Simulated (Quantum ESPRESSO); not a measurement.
# E(q) of MnO (Manganosite) from supercells

This program has no spiral boundary conditions, so spirals of MnO (Manganosite) are built in supercells. What do they cost, in energy and in time?

Main program and level: Quantum ESPRESSO 7.5; LDA; plane waves with GBRV 1.5 LDA potentials, no spin-orbit coupling, flat spiral in a supercell.

### Step 1. Set-up

Symmetry: Fm-3m, No. 225, cubic system. The conventional cell has a = 4.446 Å, b = 4.446 Å, c = 4.446 Å, α = 90.00°, β = 90.00°, γ = 90.00°. Nearest to Mn lie 6 O at 2.22 Å. Nearest to O lie 6 Mn at 2.22 Å. Farther neighbours and most contacts between anions are not listed.

The cell comes from the Crystallography Open Database.

### Step 2. Parallel moments, one cell

pw.in

```
&CONTROL
  calculation = 'scf'
  prefix = 'pwscf'
  outdir = './tmp'
  pseudo_dir = './pseudo'
  disk_io = 'nowf'
/
&SYSTEM
  ibrav = 0
  nat = 2
  ntyp = 2
  ecutwfc = 34
  ecutrho = 238
  nbnd = 34
  occupations = 'smearing'
  smearing = 'fd'
  degauss = 0.00999582
  noncolin = .true.
  starting_magnetization(1) = 0.3
  angle1(1) = 90
  angle2(1) = 0
  starting_magnetization(2) = 0
/
&ELECTRONS
  conv_thr = 4d-09
  electron_maxstep = 150
  mixing_beta = 0.3
/
ATOMIC_SPECIES
Mn     54.9380 mn_lda_v1.5.uspp.F.UPF
O      15.9990 o_lda_v1.2.uspp.F.UPF
CELL_PARAMETERS bohr
   0.0000000000    4.2008611750    4.2008611750
   4.2008611750    0.0000000000    4.2008611750
   4.2008611750    4.2008611750    0.0000000000
ATOMIC_POSITIONS crystal
Mn      0.0000000000    0.0000000000    0.0000000000
O       0.5000000000    0.5000000000    0.5000000000
K_POINTS automatic
12 6 6 0 0 0
```

Launch:

```console
OMP_NUM_THREADS=1 mpirun -n 2 pw.x -nk 2 -in pw.in > pw.out
```

What it wrote:

```text
Program PWSCF v.7.5 starts

     Message from routine setup:
     using ibrav=0 with symmetry is DISCOURAGED, use correct ibrav instead

     K-points division:     npool     =       2
     Subspace diagonalization in iterative solution of the eigenvalue problem:

     G-vector sticks info
     --------------------
     sticks:   dense  smooth     PW     G-vecs:    dense   smooth      PW
     Sum         583     337    109                 9257     3943     749

     Using Slab Decomposition

     bravais-lattice index     =            0
     lattice parameter (alat)  =       5.9409  a.u.
     unit-cell volume          =     148.2672 (a.u.)^3
     number of atoms/cell      =            2
     number of atomic types    =            2
     number of electrons       =        21.00
     number of Kohn-Sham states=           34
     kinetic-energy cutoff     =      34.0000  Ry
     charge density cutoff     =     238.0000  Ry
     scf convergence threshold =      4.0E-09
     mixing beta               =       0.3000
     number of iterations used =            8  plain     mixing
     Exchange-correlation= SLA  PZ   NOGX NOGC
                           (   1   1   0   0   0   0   0)
     Noncollinear calculation without spin-orbit

     celldm(1)=   5.940915  celldm(2)=   0.000000  celldm(3)=   0.000000
     celldm(4)=   0.000000  celldm(5)=   0.000000  celldm(6)=   0.000000

     crystal axes: (cart. coord. in units of alat)
               a(1) = (   0.000000   0.707107   0.707107 )
               a(2) = (   0.707107   0.000000   0.707107 )
               a(3) = (   0.707107   0.707107   0.000000 )

     reciprocal axes: (cart. coord. in units 2 pi/alat)
               b(1) = ( -0.707107  0.707107  0.707107 )
               b(2) = (  0.707107 -0.707107  0.707107 )
               b(3) = (  0.707107  0.707107 -0.707107 )

     PseudoPot. # 1 for Mn read from file:
     mn_lda_v1.5.uspp.F.UPF
     Pseudo is Ultrasoft + core correction, Zval = 15.0
     Generated by new atomic code, or converted to UPF format
     Using radial grid of  859 points,  6 beta functions with:
                l(1) =   0
                l(2) =   0
                l(3) =   1
                l(4) =   1
                l(5) =   2
                l(6) =   2
     Q(r) pseudized with  8 coefficients,  rinner =    0.950   0.950   0.950
                                                       0.950   0.950

     PseudoPot. # 2 for O  read from file:
     o_lda_v1.2.uspp.F.UPF
     Pseudo is Ultrasoft + core correction, Zval =  6.0
     Generated by new atomic code, or converted to UPF format
     Using radial grid of  737 points,  5 beta functions with:
                l(1) =   0
                l(2) =   0
                l(3) =   1
                l(4) =   1
                l(5) =   2
     Q(r) pseudized with  8 coefficients,  rinner =    0.900   0.900   0.900
                                                       0.900   0.900

     atomic species   valence    mass     pseudopotential
     Mn               15.00    54.93800     Mn( 1.00)
     O                 6.00    15.99900     O ( 1.00)

     16 Sym. Ops., with inversion, found

   Cartesian axes

     site n.     atom                  positions (alat units)
         1        Mn     tau(   1) = (   0.0000000   0.0000000   0.0000000  )
         2        O      tau(   2) = (   0.7071068   0.7071068   0.7071068  )

     number of k points=    93  Fermi-Dirac smearing, width (Ry)=  0.0100
                       cart. coord. in units 2pi/alat
        k(    1) = (   0.0000000   0.0000000   0.0000000), wk =   0.0023148
        k(    2) = (   0.1178511   0.1178511  -0.1178511), wk =   0.0185185
        k(    3) = (   0.2357023   0.2357023  -0.2357023), wk =   0.0185185
        k(    4) = (  -0.3535534  -0.3535534   0.3535534), wk =   0.0092593
        k(    5) = (   0.2357023   0.0000000  -0.0000000), wk =   0.0046296
        [... 88 further k-points ...]

     Dense  grid:     9257 G-vectors     FFT dimensions: (  30,  30,  30)

     Smooth grid:     3943 G-vectors     FFT dimensions: (  24,  24,  24)

     Check: negative core charge=   -0.000035
     Generating pointlists ...
     new r_m :   0.2917 (alat units)  1.7329 (a.u.) for type    1
     new r_m :   0.2917 (alat units)  1.7329 (a.u.) for type    2

     Initial potential from superposition of free atoms

     starting charge      20.4999, renormalised to      21.0000

 ==============================================================================
     atom number    1 relative position :    0.0000   0.0000   0.0000
     charge :    12.846130  (integrated on a sphere of radius 0.292)
     magnetization :          3.829225    0.000000    0.000000
     magnetization/charge:    0.298084    0.000000    0.000000
     polar coord.: r, theta, phi [deg] :     3.829225   90.000000    0.000000

 ==============================================================================

 ==============================================================================
     atom number    2 relative position :    0.7071   0.7071   0.7071
     charge :     5.616273  (integrated on a sphere of radius 0.292)
     magnetization :          0.097830    0.000000    0.000000
     magnetization/charge:    0.017419    0.000000    0.000000
     polar coord.: r, theta, phi [deg] :     0.097830   90.000000    0.000000

 ==============================================================================
     Starting wfcs are   34 randomized atomic wfcs

     Self-consistent Calculation

     iteration #  1     ecut=    34.00 Ry     beta= 0.30
     Davidson diagonalization with overlap
     ethr =  1.00E-02,  avg # of iterations =  3.0

     total energy              =    -243.29008027 Ry
     estimated scf accuracy    <       0.73313187 Ry

     total magnetization       =     4.34    -0.00    -0.00 Bohr mag/cell
     absolute magnetization    =     4.34 Bohr mag/cell

     iteration #  2     ecut=    34.00 Ry     beta= 0.30
     Davidson diagonalization with overlap
     ethr =  3.49E-03,  avg # of iterations =  2.1

     total energy              =    -243.45855740 Ry
     estimated scf accuracy    <       0.08103831 Ry

     total magnetization       =     4.43     0.00     0.00 Bohr mag/cell
     absolute magnetization    =     4.43 Bohr mag/cell

     iteration #  3     ecut=    34.00 Ry     beta= 0.30
     Davidson diagonalization with overlap
     ethr =  3.86E-04,  avg # of iterations =  1.8

     total energy              =    -243.47133348 Ry
     estimated scf accuracy    <       0.01073244 Ry

     total magnetization       =     4.55     0.00     0.00 Bohr mag/cell
     absolute magnetization    =     4.55 Bohr mag/cell

     [... further iterations left out ...]

     iteration #  7     ecut=    34.00 Ry     beta= 0.30
     Davidson diagonalization with overlap
     ethr =  7.40E-08,  avg # of iterations =  2.0

     total energy              =    -243.47278417 Ry
     estimated scf accuracy    <       0.00000398 Ry

     total magnetization       =     4.58     0.00    -0.00 Bohr mag/cell
     absolute magnetization    =     4.58 Bohr mag/cell

     iteration #  8     ecut=    34.00 Ry     beta= 0.30
     Davidson diagonalization with overlap
     ethr =  1.90E-08,  avg # of iterations =  2.0

     total energy              =    -243.47278498 Ry
     estimated scf accuracy    <       0.00000096 Ry

     total magnetization       =     4.58     0.00    -0.00 Bohr mag/cell
     absolute magnetization    =     4.58 Bohr mag/cell

     iteration #  9     ecut=    34.00 Ry     beta= 0.30
     Davidson diagonalization with overlap
     ethr =  4.58E-09,  avg # of iterations =  2.0

     total energy              =    -243.47278525 Ry
     estimated scf accuracy    <          9.6E-09 Ry

     total magnetization       =     4.58    -0.00    -0.00 Bohr mag/cell
     absolute magnetization    =     4.58 Bohr mag/cell

     iteration # 10     ecut=    34.00 Ry     beta= 0.30
     Davidson diagonalization with overlap
     ethr =  4.59E-11,  avg # of iterations =  2.0

 ==============================================================================
     atom number    1 relative position :    0.0000   0.0000   0.0000
     charge :    12.598921  (integrated on a sphere of radius 0.292)
     magnetization :          3.898237    0.000000   -0.000000
     magnetization/charge:    0.309410    0.000000   -0.000000
     polar coord.: r, theta, phi [deg] :     3.898237   90.000000    0.000000

 ==============================================================================

 ==============================================================================
     atom number    2 relative position :    0.7071   0.7071   0.7071
     charge :     5.890135  (integrated on a sphere of radius 0.292)
     magnetization :          0.222455    0.000000   -0.000000
     magnetization/charge:    0.037767    0.000000   -0.000000
     polar coord.: r, theta, phi [deg] :     0.222455   90.000000    0.000000

 ==============================================================================

     End of self-consistent calculation

     [... lines left out ...]
     the Fermi energy is    12.8726 ev

!    total energy              =    -243.47278526 Ry
     estimated scf accuracy    <          3.3E-09 Ry
     smearing contrib. (-TS)   =      -0.00434557 Ry
     internal energy E=F+TS    =    -243.46843968 Ry

     The total energy is F=E-TS. E is the sum of the following terms:
     one-electron contribution =    -109.63432107 Ry
     hartree contribution      =      65.49023520 Ry
     xc contribution           =     -33.54871129 Ry
     ewald contribution        =    -165.77564252 Ry

     total magnetization       =     4.58     0.00    -0.00 Bohr mag/cell
     absolute magnetization    =     4.58 Bohr mag/cell

     convergence has been achieved in  10 iterations

=------------------------------------------------------------------------------=
   JOB DONE.
=------------------------------------------------------------------------------=
```

Run time: 22 s. Hardware: 2 MPI ranks of Intel Xeon Platinum 8488C (Sapphire Rapids), shared host; peak memory 0.21 GiB.

Spin moment in the atom's sphere by atom:

```csv
atom,x (μB),y (μB),z (μB),size
Mn1,3.90,0.00,0.00,3.90
O2,0.22,0.00,0.00,0.22
```

Read from the output:

| Property | Result |
| --- | --- |
| smearing term TS | 0.05912 eV |
| magnetization | 4.582, 0, 0 μB |
| absolute magnetization | 4.582 μB |
| final state | ferromagnetic |

### Step 3. One turn in 2 cells along the input cell's a

Neighbouring cells are turned by 180° in the xy plane; the cell holds 4 atoms.

pw.in

```
&CONTROL
  calculation = 'scf'
  prefix = 'pwscf'
  outdir = './tmp'
  pseudo_dir = './pseudo'
  disk_io = 'nowf'
/
&SYSTEM
  ibrav = 0
  nat = 4
  ntyp = 4
  ecutwfc = 34
  ecutrho = 238
  nbnd = 60
  occupations = 'smearing'
  smearing = 'fd'
  degauss = 0.00999582
  noncolin = .true.
  starting_magnetization(1) = 0.3
  angle1(1) = 90
  angle2(1) = 0
  starting_magnetization(2) = 0.3
  angle1(2) = 90
  angle2(2) = 180
  starting_magnetization(3) = 0
  starting_magnetization(4) = 0
/
&ELECTRONS
  conv_thr = 8d-09
  electron_maxstep = 150
  mixing_beta = 0.3
/
ATOMIC_SPECIES
Mn1    54.9380 mn_lda_v1.5.uspp.F.UPF
Mn2    54.9380 mn_lda_v1.5.uspp.F.UPF
O1     15.9990 o_lda_v1.2.uspp.F.UPF
O2     15.9990 o_lda_v1.2.uspp.F.UPF
CELL_PARAMETERS bohr
   0.0000000000    8.4017223501    8.4017223501
   4.2008611750    0.0000000000    4.2008611750
   4.2008611750    4.2008611750    0.0000000000
ATOMIC_POSITIONS crystal
Mn1     0.0000000000    0.0000000000    0.0000000000
Mn2     0.5000000000    0.0000000000    0.0000000000
O1      0.2500000000    0.5000000000    0.5000000000
O2      0.7500000000    0.5000000000    0.5000000000
K_POINTS automatic
6 6 6 0 0 0
```

What it wrote:

```text
     [... lines left out ...]
Program PWSCF v.7.5 starts
     [... lines left out ...]
     number of atoms/cell      =            4
     [... lines left out ...]
     number of electrons       =        42.00
     number of Kohn-Sham states=           60
     kinetic-energy cutoff     =      34.0000  Ry
     charge density cutoff     =     238.0000  Ry
     scf convergence threshold =      8.0E-09
     [... lines left out ...]
     Noncollinear calculation without spin-orbit
     [... lines left out ...]
      2 Sym. Ops. (no inversion) found
     [... lines left out ...]
     number of k points=   114  Fermi-Dirac smearing, width (Ry)=  0.0100
     [... lines left out ...]
     iteration # 10     ecut=    34.00 Ry     beta= 0.30
     [... lines left out ...]
     atom number    1 relative position :    0.0000   0.0000   0.0000
     [... lines left out ...]
     magnetization :          4.004944   -0.000009   -0.000009
     [... lines left out ...]
     atom number    2 relative position :    0.0000   0.3536   0.3536
     [... lines left out ...]
     magnetization :         -4.004943   -0.000010   -0.000010
     [... lines left out ...]
     atom number    3 relative position :    0.3536   0.3536   0.3536
     [... lines left out ...]
     magnetization :         -0.000000   -0.000001   -0.000001
     [... lines left out ...]
     atom number    4 relative position :    0.3536   0.7071   0.7071
     [... lines left out ...]
     magnetization :         -0.000000   -0.000001   -0.000001
     [... lines left out ...]
     the Fermi energy is    12.8423 ev
!    total energy              =    -486.95777923 Ry
     estimated scf accuracy    <          3.4E-09 Ry
     smearing contrib. (-TS)   =      -0.00117678 Ry
     [... lines left out ...]
     total magnetization       =     0.00    -0.00    -0.00 Bohr mag/cell
     absolute magnetization    =     8.90 Bohr mag/cell
     convergence has been achieved in  10 iterations
```

It took 100 s on 2 MPI ranks; peak memory 0.43 GiB.

Spin moment in the atom's sphere by atom:

```csv
atom,x (μB),y (μB),z (μB),size
Mn1,4.00,0.00,0.00,4.00
Mn2,-4.00,0.00,0.00,4.00
O3,0.00,0.00,0.00,0.00
O4,0.00,0.00,0.00,0.00
```

Read from the output:

```
smearing term TS       : 0.01601 eV
magnetization          : 0, 0, 0 μB
absolute magnetization : 8.902 μB
final state            : antiferromagnetic
```

### Step 4. One turn in 3 cells along the input cell's a

Neighbouring cells are turned by 120° in the xy plane; the cell holds 6 atoms.

pw.in

```
&CONTROL
  calculation = 'scf'
  prefix = 'pwscf'
  outdir = './tmp'
  pseudo_dir = './pseudo'
  disk_io = 'nowf'
/
&SYSTEM
  ibrav = 0
  nat = 6
  ntyp = 6
  ecutwfc = 34
  ecutrho = 238
  nbnd = 84
  occupations = 'smearing'
  smearing = 'fd'
  degauss = 0.00999582
  noncolin = .true.
  starting_magnetization(1) = 0.3
  angle1(1) = 90
  angle2(1) = 0
  starting_magnetization(2) = 0.3
  angle1(2) = 90
  angle2(2) = 120
  starting_magnetization(3) = 0.3
  angle1(3) = 90
  angle2(3) = -120
  starting_magnetization(4) = 0
  starting_magnetization(5) = 0
  starting_magnetization(6) = 0
/
&ELECTRONS
  conv_thr = 1.2d-08
  electron_maxstep = 150
  mixing_beta = 0.3
/
ATOMIC_SPECIES
Mn1    54.9380 mn_lda_v1.5.uspp.F.UPF
Mn2    54.9380 mn_lda_v1.5.uspp.F.UPF
Mn3    54.9380 mn_lda_v1.5.uspp.F.UPF
O1     15.9990 o_lda_v1.2.uspp.F.UPF
O2     15.9990 o_lda_v1.2.uspp.F.UPF
O3     15.9990 o_lda_v1.2.uspp.F.UPF
CELL_PARAMETERS bohr
   0.0000000000   12.6025835251   12.6025835251
   4.2008611750    0.0000000000    4.2008611750
   4.2008611750    4.2008611750    0.0000000000
ATOMIC_POSITIONS crystal
Mn1     0.0000000000    0.0000000000    0.0000000000
Mn2     0.3333333333    0.0000000000    0.0000000000
Mn3     0.6666666667    0.0000000000    0.0000000000
O1      0.1666666667    0.5000000000    0.5000000000
O2      0.5000000000    0.5000000000    0.5000000000
O3      0.8333333333    0.5000000000    0.5000000000
K_POINTS automatic
4 6 6 0 0 0
```

What it wrote:

```text
     [... lines left out ...]
Program PWSCF v.7.5 starts
     [... lines left out ...]
     number of atoms/cell      =            6
     [... lines left out ...]
     number of electrons       =        63.00
     number of Kohn-Sham states=           84
     kinetic-energy cutoff     =      34.0000  Ry
     charge density cutoff     =     238.0000  Ry
     scf convergence threshold =      1.2E-08
     [... lines left out ...]
     Noncollinear calculation without spin-orbit
     [... lines left out ...]
     No symmetry found
     [... lines left out ...]
     number of k points=   144  Fermi-Dirac smearing, width (Ry)=  0.0100
     [... lines left out ...]
     iteration # 12     ecut=    34.00 Ry     beta= 0.30
     [... lines left out ...]
     atom number    1 relative position :    0.0000   0.0000   0.0000
     [... lines left out ...]
     magnetization :          3.989623    0.000004   -0.000025
     [... lines left out ...]
     atom number    2 relative position :    0.0000   0.2357   0.2357
     [... lines left out ...]
     magnetization :         -1.994821    3.455112    0.000010
     [... lines left out ...]
     atom number    3 relative position :    0.0000   0.4714   0.4714
     [... lines left out ...]
     magnetization :         -1.994793   -3.455124    0.000049
     [... lines left out ...]
     atom number    4 relative position :    0.2357   0.2357   0.2357
     [... lines left out ...]
     magnetization :          0.062109    0.107572   -0.000000
     [... lines left out ...]
     atom number    5 relative position :    0.2357   0.4714   0.4714
     [... lines left out ...]
     magnetization :         -0.124217   -0.000004    0.000002
     [... lines left out ...]
     atom number    6 relative position :    0.2357   0.7071   0.7071
     [... lines left out ...]
     magnetization :          0.062108   -0.107578    0.000001
     [... lines left out ...]
     the Fermi energy is    12.8273 ev
!    total energy              =    -730.42967650 Ry
     estimated scf accuracy    <       0.00000001 Ry
     smearing contrib. (-TS)   =      -0.00629062 Ry
     [... lines left out ...]
     total magnetization       =     0.00    -0.00     0.00 Bohr mag/cell
     absolute magnetization    =    13.65 Bohr mag/cell
     convergence has been achieved in  12 iterations
```

The job ended after 5.7 min (2 MPI ranks; peak memory 0.87 GiB).

(Continued in part 2 of 2.)

[Logs and program files are shortened in this print: banners, set-up blocks, solver, clock and traceback lines can be left out without a mark of their own.]

[Logs are printed without paths, hosts, clocks, repeated set-up lines and the standing remarks that a program may print on its own settings, such as how far it seeks lower states.]

[Hosts, paths, dates, database ids (printed as entryN), source tags and the programs' standing remarks are cut or masked in the printed files.]

[Where a cell is said to come from a database of computed structures, the database is the Materials Project.]
